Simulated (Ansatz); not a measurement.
# TeAs (Fm-3m): phonons and vibrational spectra, part 2 of 2

Task: relax TeAs (Fm-3m), then find its harmonic phonons.

Ansatz 0.2.0; DFT PBEsol, scalar-relativistic, plane waves, PAW; PAW set soft_1.

So far. Step 3 (Tight relaxation): The forces vanish by symmetry and the pressure is 0.000 GPa, within the tolerances set. The cell now holds 25.00 Å³/atom. Step 4 (Linear response at the zone centre): Before it was imposed, the acoustic sum rule was missed by 2.4e-5 eV/Å². Small misses are needed for a sound result but don't prove that mesh and cutoff are converged. The lowest optical mode is real, 145 cm⁻¹. The relaxed cell has a = 5.848 Å (conventional setting).

## (5) The dispersion

Stability and thermal properties need the whole zone. Linear response on a 4×4×4 q mesh gives force constants as far as a supercell of that size would.

input.yaml

```yaml
crystal:
  lattice:
    - [0.0, 2.9238266088, 2.9238266088]
    - [2.9238266088, 0.0, 2.9238266088]
    - [2.9238266088, 2.9238266088, 0.0]
  atoms:
    - { symbol: Te, position: [0.5, 0.5, 0.5] }
    - { symbol: As, position: [0.0, 0.0, 0.0] }
kpoints:
  mp_grid: { grid: [12, 12, 12] }
hamiltonian:
  xc: pbesol
  pseudopotentials: { kind: paw, azcp: { folder: soft_1 }, xc_functional: pbe }
scf:
  occupations: { method: methfessel_paxton, width: 0.2 }
output:
  eigenvalues: true
phonons:
  method: dfpt
  qmesh: [4, 4, 4]
  temperatures: { t_max: 1000, t_step: 50 }
  qpath:
    path:
      - [[0.0, 0.0, 0.0], [0.5, 0.0, 0.5], [0.625, 0.25, 0.625]]
      - [[0.375, 0.375, 0.75], [0.0, 0.0, 0.0], [0.5, 0.5, 0.5], [0.5, 0.25, 0.75], [0.5, 0.0, 0.5]]
    npoints: 10
```

Launch:

```
ansatz run input.yaml --threads 4 --pin off --max-ram 10240MiB --backend cpu --events-out ev --progress --plain --runs-dir out
```

Numbers of over 12 decimals in the logs are rounded to 6 here.

What it wrote:

```text
[...]
Crystal: 2 atoms, lattice volume = 49.990 Å³
Basis set: ecut = 420 eV, 941 PW (Γ), exchange–correlation on 60×60×60 points (8 copies of the dense FFT grid, shifted against one another)
Bands: 20, of which v1, the nominal top of the filled ones, is band 16 counted from 1 (15 counted from 0)
Symmetry: 48 space group operations
k-points: 72 of 1728
[...]
SCF iter   1: F=—  HF=-11714.494520 eV  |F-HF|=—  |Δ(HF+E_count)|=         —  Δρ=1.29e-2  dr2=6.69e-2  ethr=3.10e-3  ⟨swp⟩=6.7  Hψ=7498  notcnv=0
[...]
SCF iter  10: F=-11714.487096 eV  HF=-11714.487096 eV  |F-HF|=0.00e0  |Δ(HF+E_count)|=  3.82e-11  S|Δr|=    0.00e0  Δρ=6.92e-8  dr2=1.26e-12  ethr=1.00e-12  ⟨swp⟩=8.9  Hψ=7881  notcnv=0
SCF 1 converged in 10 iterations: F = -11714.487096 eV  dr2 = 1.26e-12
[...]
phonons: the bands overlap, so this run is a metal and interpolates without the dipole-dipole term. If the crystal is really an insulator or semiconductor, its LO-TO splitting is missing
NSCF: frozen V_eff on 72 k-points
WARN: eigensolver did not converge in 16 slots of this pass, the one above among them; of largest residual over every band (k=28): 1 band(s) unlocked (lowest unlocked band 19, counted from 0; max residual 1.00e-2 eV among the unlocked bands, 1.00e-2 eV over every band); of lowest unlocked band (k=13): band 19
[...]
DFPT response loops at q = (0, 0, 0) (fractional): preconditioner auto → Kerker (q_TF=auto, 2.519 Å⁻¹) (partly filled bands, converged f_vac=0.003); β = 1.00, the filter's whole step (`scf.mixing.beta` (0.50) is not read by the response loops under this deck's `scf.mixing.preconditioner`; to damp them name `kerker` or `kerker_dos`, under which they read `scf.mixing.beta`, and type it under 1.00, their step now; both keys bind the ground state too); Broyden in place of MSR1
[...]
SCF converged after 10 iterations
[...]
Free energy (F): -11714.487096 eV
[...]
Internal energy: -11714.486939 eV  (E = F + TS)
E sigma→0 (E₀):  -11714.487057 eV
Entropy (-TS):   -0.000157 eV (-0.079 meV/atom)
Fermi energy:    10.751975 eV
[...]
--- Band table (eV; the first three rows and the last of 72) ---
  k-point 0: bands = [... 12 lower, 8.1000, 8.1000, 8.1000, 13.2010, 13.2010, 13.2010, 15.6423, 15.6423]
  k-point 1: bands = [... 12 lower, 8.1153, 8.1153, 8.2485, 12.8579, 12.8579, 12.9352, 15.5661, 15.8040]
  k-point 2: bands = [... 12 lower, 8.1694, 8.1694, 8.5620, 12.1031, 12.1031, 12.3211, 15.6163, 16.2793]
  k-point 71: bands = [... 12 lower, 4.8468, 4.8468, 9.6466, 10.1578, 15.7586, 15.7586, 16.1302, 16.1302]
--- Phonons (Γ-DFPT): 2 representative perturbations + reference (Σ response iterations 6) ---
  ASR residual: 2.532e-5 → 0.000e0 eV/Å²; symmetrization residual: 9.096e-6 eV/Å²
  ASR residual per site (eV/Å²): 2.53e-5 5.72e-6
  Γ frequencies (cm⁻¹): 0.00 0.00 0.00 144.63 144.63 144.63
--- Phonons (arbitrary-q DFPT): 8 irreducible q on the 4×4×4 mesh ---
  q = [0.0000, 0.0000, 0.0000] (star 1, of the zone-centre solve; hermiticity 5.01e-6, symmetrization 6.29e-12): 0.00 0.00 0.00 144.63 144.63 144.63
  q = [0.0000, 0.0000, 0.2500] (star 8, 2 solved perturbations on 936 of 1728 k-point pairs; hermiticity 1.04e-6, symmetrization 2.44e-12): 62.00 62.00 81.87 95.50 95.50 149.62
[...]
q = [0.0000, 0.2500, 0.2500] (star 6, 4 solved perturbations in 1608 linear systems a pass and spin channel, the states on 510 of 1728 k-point pairs; hermiticity 3.41e-6, symmetrization 1.39e-12): 38.79 38.79 105.07 127.06 127.06 136.39
[...]
sum rule: each row above includes the acoustic sum rule's correction from the zone centre's row sums; it moved no ω² by more than (0.23 cm⁻¹)²
  mesh force constants: q→R imaginary residual 1.19e-18; ASR residual 2.532e-5 → 0.000e0 eV/Å²; symmetrization residual 4.441e-15 eV/Å²
  interpolated dispersion: 62 rows × 6 modes
  density of states and harmonic sums: on the 20×20×20 q-mesh, interpolated from the force constants of a 4×4×4 supercell (no non-analytic term)
  largest difference from the sums on the solved wave vectors: F 1.29e-2 eV, S 1.57e-5 and C_V 2.71e-6 eV/K
  zero-point energy: 0.036333 eV/cell   skipped modes (ω ≤ 0): 12, of them read as no rigid motion or as one in doubt: 9 (1.500e-2 modes/cell left out, lowest -14.87 cm⁻¹)   left out of the sums: 2.56e-3 of the cell's modes: C_V's classical limit lies that fraction below 3 k_B per atom; for a crystal, a wire or a layer, F and S can be off by more, and a phonons.interpolated_qmesh denser along its periods is the remedy for the sampling
```

Run time: 5.7 min. Hardware: 4 threads of Arm Neoverse V2, shared host; peak memory 3.9 GiB; 22 min of CPU time.

This step gave:

| Item | Value |
| --- | --- |
| sum-rule residual before enforcement | 2.53e-5 eV/Å² |
| lowest frequency on the path | -15.85 cm⁻¹ |
| highest frequency on the path or at a solved wavevector | 159.7 cm⁻¹ |
| lowest mode on the q mesh (acoustic modes at Γ apart) | 38.79 cm⁻¹ |

Frequencies (cm⁻¹) solved at each irreducible wavevector; negative means imaginary. Frequencies by wavevector, by row:

| q in reciprocal lattice units | star | mode 1 | mode 2 | mode 3 | mode 4 | mode 5 | mode 6 |
| --- | --- | --- | --- | --- | --- | --- | --- |
| 0 0 0 | 1 | 0 | 0 | 0 | 144.6 | 144.6 | 144.6 |
| 0 0 0.25 | 8 | 62 | 62 | 81.9 | 95.5 | 95.5 | 149.6 |
| 0 0 -0.5 | 4 | 102.6 | 102.6 | 121.5 | 121.5 | 132.4 | 159.7 |
| 0 0.25 0.25 | 6 | 38.8 | 38.8 | 105.1 | 127.1 | 127.1 | 136.4 |
| 0 0.25 -0.5 | 24 | 77.9 | 78.3 | 89.7 | 95.5 | 109.5 | 127 |
| 0 0.25 -0.25 | 12 | 55.8 | 95.8 | 109.3 | 118.5 | 121.5 | 147.3 |
| 0 -0.5 -0.5 | 3 | 50.5 | 50.5 | 75.4 | 86.8 | 86.8 | 95.4 |
| 0.25 -0.5 -0.25 | 6 | 65.2 | 65.2 | 91.7 | 91.7 | 109.7 | 128.9 |

Interpolated from a 4×4×4 q mesh. The phonon branches at the labelled points (cm⁻¹):

```csv
point,branch 1,branch 2,branch 3,branch 4,branch 5,branch 6
Γ,0,0,0,145,145,145
halfway,39,39,105,127,127,136
X,50,50,75,87,87,95
halfway,59,65,72,85,92,93
U,65,77,92,93,93,110
jump to K,65,77,92,93,93,110
halfway,38,84,105,108,112,147
Γ,0,0,0,145,145,145
halfway,62,62,82,96,96,150
L,103,103,122,122,132,160
halfway,82,92,97,106,122,137
W,65,65,92,92,110,129
halfway,52,70,81,85,93,105
X,50,50,75,87,87,95
```

The phonon branches as a text plot (rows in cm⁻¹):

```
    156 |                                     ******
    149 |                    ****        *****      *
    141 |**                      ********            *
    134 |  ******           *       *    *       ***  **
    127 |    ***           *      ***           *   **  ****
    119 |       **          ****          *    *****  **    *
    112 |        *        *    *****          **   ***  **** *
    105 |      *****     * **** **         *     **  ***
     98 |    **   ***** *  * **             *****  ******   * ***
     90 |         ********* *  * *           *       ** *********
     83 |           * ***  *    *           * *       **    *****
     76 |   *        ** ***                  *         **     ***
     68 |              ****      ***       *             ******
     61 |              *   ****             *              *   *
     54 |  *         **        *  **                        *****
     46 |         ***               *     **
     39 |      ***              *
     32 |    **                     *    **
     24 | *                      *   *
     17 |   *                        *  **
     10 |                               *
      2 |*                            **
     -5 |
    -12 | **                      ****
         Γ           X  U|K            Γ         L        W     X
```

Tetrahedra on a 20×20×20 mesh, mean over bins of 2 cm-1. Interpolated from a 4×4×4 q mesh. Phonon density of states against wavenumber; read off at these points:

```
wavenumber (cm⁻¹)  phonon density of states (1/cm⁻¹/cell)
            -15.0                                  1.0e-5
             -9.0                                  8.8e-4
             -3.0                                  9.9e-4
              3.0                                 0.00122
              9.0                                 0.00148
             15.0                                 0.00231
             21.0                                 0.00301
             27.0                                 0.00429
             33.0                                 0.00589
             39.0                                 0.00964
             45.0                                  0.0208
             51.0                                  0.0286
             57.0                                  0.0284
             63.0                                  0.0366
             69.0                                  0.0433
             77.0                                  0.0404
             83.0                                  0.0490
             89.0                                  0.0695
             95.0                                   0.108
            101.0                                   0.111
            107.0                                  0.0918
            113.0                                  0.0991
            119.0                                  0.0611
            125.0                                  0.0410
            131.0                                  0.0275
            137.0                                  0.0218
            143.0                                  0.0385
            145.0                                  0.0430
            149.0                                  0.0342
            155.0                                 0.00964
            161.0                                       0
```

Phonopy on the run's constants, 17x17x17 mesh, Gaussian sigma 2.0 cm-1. Interpolated from a 4×4×4 q mesh. Partial phonon density of states against wavenumber; read off at these points; values in 1/cm⁻¹/cell:

| wavenumber (cm⁻¹) | As | Te |
| --- | --- | --- |
| -20.0 | 3.1e-6 | 3.1e-6 |
| -15.0 | 2.6e-4 | 4.3e-4 |
| -10.0 | 6.3e-4 | 0.00107 |
| -5.0 | 4.8e-4 | 8.1e-4 |
| 0.0 | 1.5e-4 | 2.4e-4 |
| 5.0 | 2.9e-4 | 4.9e-4 |
| 10.0 | 5.6e-4 | 9.5e-4 |
| 15.0 | 3.3e-4 | 5.7e-4 |
| 20.0 | 0.00155 | 0.00272 |
| 25.0 | 0.00160 | 0.00281 |
| 30.0 | 0.00137 | 0.00239 |
| 35.0 | 0.00287 | 0.00535 |
| 40.0 | 0.00500 | 0.00941 |
| 45.0 | 0.00627 | 0.0127 |
| 50.0 | 0.00788 | 0.0182 |
| 55.0 | 0.00797 | 0.0199 |
| 60.0 | 0.00773 | 0.0220 |
| 65.0 | 0.00922 | 0.0305 |
| 70.0 | 0.00758 | 0.0335 |
| 75.0 | 0.00693 | 0.0343 |
| 80.0 | 0.00898 | 0.0351 |
| 85.0 | 0.0190 | 0.0363 |
| 90.0 | 0.0333 | 0.0468 |
| 95.0 | 0.0548 | 0.0515 |
| 100.0 | 0.0594 | 0.0456 |
| 103.1 | 0.0671 | 0.0406 |
| 105.0 | 0.0637 | 0.0360 |
| 110.0 | 0.0584 | 0.0313 |
| 115.0 | 0.0506 | 0.0344 |
| 120.0 | 0.0295 | 0.0305 |
| 125.0 | 0.0229 | 0.0201 |
| 130.0 | 0.0241 | 0.0102 |
| 135.0 | 0.0171 | 0.00321 |
| 140.0 | 0.0231 | 0.00490 |
| 145.0 | 0.0316 | 0.00869 |
| 150.0 | 0.0227 | 0.00566 |
| 155.0 | 0.00910 | 0.00146 |
| 160.0 | 0.00158 | 9.5e-5 |
| 165.0 | 7.7e-6 | 0 |
| 170.0 | 0 | 0 |

Second derivatives of the energy by pair, one row for each kind of neighbour of each atom listed. Each entry sums the pair over the periodic images of the supercell that the q mesh stands for, and in a polar crystal it holds the long-range dipole part too. Force constants by pair, by row:

```
atom  neighbour  distance (Å)  third of the trace (eV/Å²)  along the pair's line (eV/Å²)
 Te1     itself             0                        4.04                              –
 Te1         As         2.924                     -0.4107                        -0.6202
 Te1         Te         4.135                       0.025                        -0.3666
 Te1         As         5.064                     -0.0527                        -0.0123
 Te1         Te         5.848                     -0.2986                         -0.831
 Te1         As         6.538                     -0.0055                         0.0337
 Te1         Te         7.162                      0.0061                        -0.0053
 As2     itself             0                       3.327                              –
 As2         Te         2.924                     -0.4107                        -0.6202
 As2         As         4.135                      0.0427                        -0.2587
 As2         Te         5.064                     -0.0527                        -0.0123
 As2         As         5.848                     -0.2091                        -0.5574
 As2         Te         6.538                     -0.0055                         0.0337
 As2         As         7.162                      0.0047                        -0.0141
```

Symmetry leaves 8 wavevectors to solve. The lowest mode among them, the acoustic zeros apart, lies at q = (0, 0.25, 0.25) and is real, 38.8 cm⁻¹. Between them the interpolated path dips to 16i cm⁻¹.

## (6) Isotope substitution

An isotope changes the mass and not the force constants, so no new electronic calculation is needed; the shifts show which modes move this element.

The same force constants with the mass of Te changed from 127.600 to 129.906 u (phonopy, no LO-TO term). Both lists are sorted by frequency; levels can cross, so a row need not hold one and the same mode. Modes under 3 cm⁻¹ are left out. Isotope shifts, by row:

| q | rank | natural mass (cm⁻¹) | changed mass (cm⁻¹) |
| --- | --- | --- | --- |
| 0 0 0 | 4 | 144.6 | 144.2 |
| 0 0 0 | 5 | 144.6 | 144.2 |
| 0 0 0 | 6 | 144.6 | 144.2 |
| 0 0 0.25 | 1 | 62 | 61.61 |
| 0 0 0.25 | 2 | 62 | 61.61 |
| 0 0 0.25 | 3 | 81.87 | 81.4 |
| 0 0 0.25 | 4 | 95.5 | 95.26 |
| 0 0 0.25 | 5 | 95.5 | 95.26 |
| 0 0 0.25 | 6 | 149.6 | 149.2 |
| 0 0 -0.5 | 1 | 102.6 | 101.7 |
| 0 0 -0.5 | 2 | 102.6 | 101.7 |
| 0 0 -0.5 | 3 | 121.5 | 121.5 |
| 0 0 -0.5 | 4 | 121.5 | 121.5 |
| 0 0 -0.5 | 5 | 132.4 | 131.2 |
| 0 0 -0.5 | 6 | 159.7 | 159.7 |
| 0 0.25 0.25 | 1 | 38.79 | 38.55 |
| 0 0.25 0.25 | 2 | 38.79 | 38.55 |
| 0 0.25 0.25 | 3 | 105.1 | 104.3 |
| 0 0.25 0.25 | 4 | 127.1 | 126.7 |
| 0 0.25 0.25 | 5 | 127.1 | 126.7 |
| 0 0.25 0.25 | 6 | 136.4 | 136.2 |

A mode of this element alone would shift by -0.89 %. The highest zone-centre frequency without the field goes from 144.6 to 144.2 cm⁻¹ (-0.3 %). The product of the frequency ratios over all optical modes at Γ is 0.990; the product rule, (m/m′)^(3k/2) (M′/M)^(3/2) with k = 1 such atoms and M the mass of the cell, gives 0.990.

## (7) Summary of results

```yaml
space_group_after_relaxation_within_0p01_a: Fm-3m
volume_per_atom: 25.0 Å³
electronic_character: no gap on this mesh
highest_optical_mode_at_the_zone_centre_no_lo_to_term: 145 cm⁻¹
lowest_optical_zone_centre_mode: 145 cm⁻¹
lowest_mode_on_the_q_mesh_acoustic_modes_at_gamma_apart: 38.8 cm⁻¹
highest_frequency_on_the_path_or_at_a_solved_wavevector: 160 cm⁻¹
imaginary_modes_on_the_4x4x4_q_mesh: none
```

What this shows: No mode is imaginary at the 8 irreducible wavevectors solved, but between them the interpolated path dips to 15.8i cm⁻¹, so stability is not settled. The optical modes at Γ form one degenerate level at 145 cm⁻¹. The interpolated path dips to 16i cm⁻¹ between the solved wavevectors, which may come from the interpolation; a denser q mesh would tell. With no gap, or one that is small against the smearing, the frequencies hang on the k mesh and the smearing, most of all near Kohn anomalies. The phonon runs are without spin polarisation, although the cell has an odd electron count. Spin-orbit coupling is left out, which can matter for the heavy elements here. The PAW files were made for PBE and serve the other functionals too. A phonon run warned that its eigensolver left some bands unconverged in a pass. These are harmonic frequencies at zero temperature: anharmonic shifts, linewidths and thermal expansion are left out.

[Logs are printed without paths, hosts, clocks, repeated set-up lines and the standing remarks that a program may print on its own settings, such as how far it seeks lower states.]

[Hosts, paths, dates, database ids (printed as entryN), source tags and the programs' standing remarks are cut or masked in the printed files.]
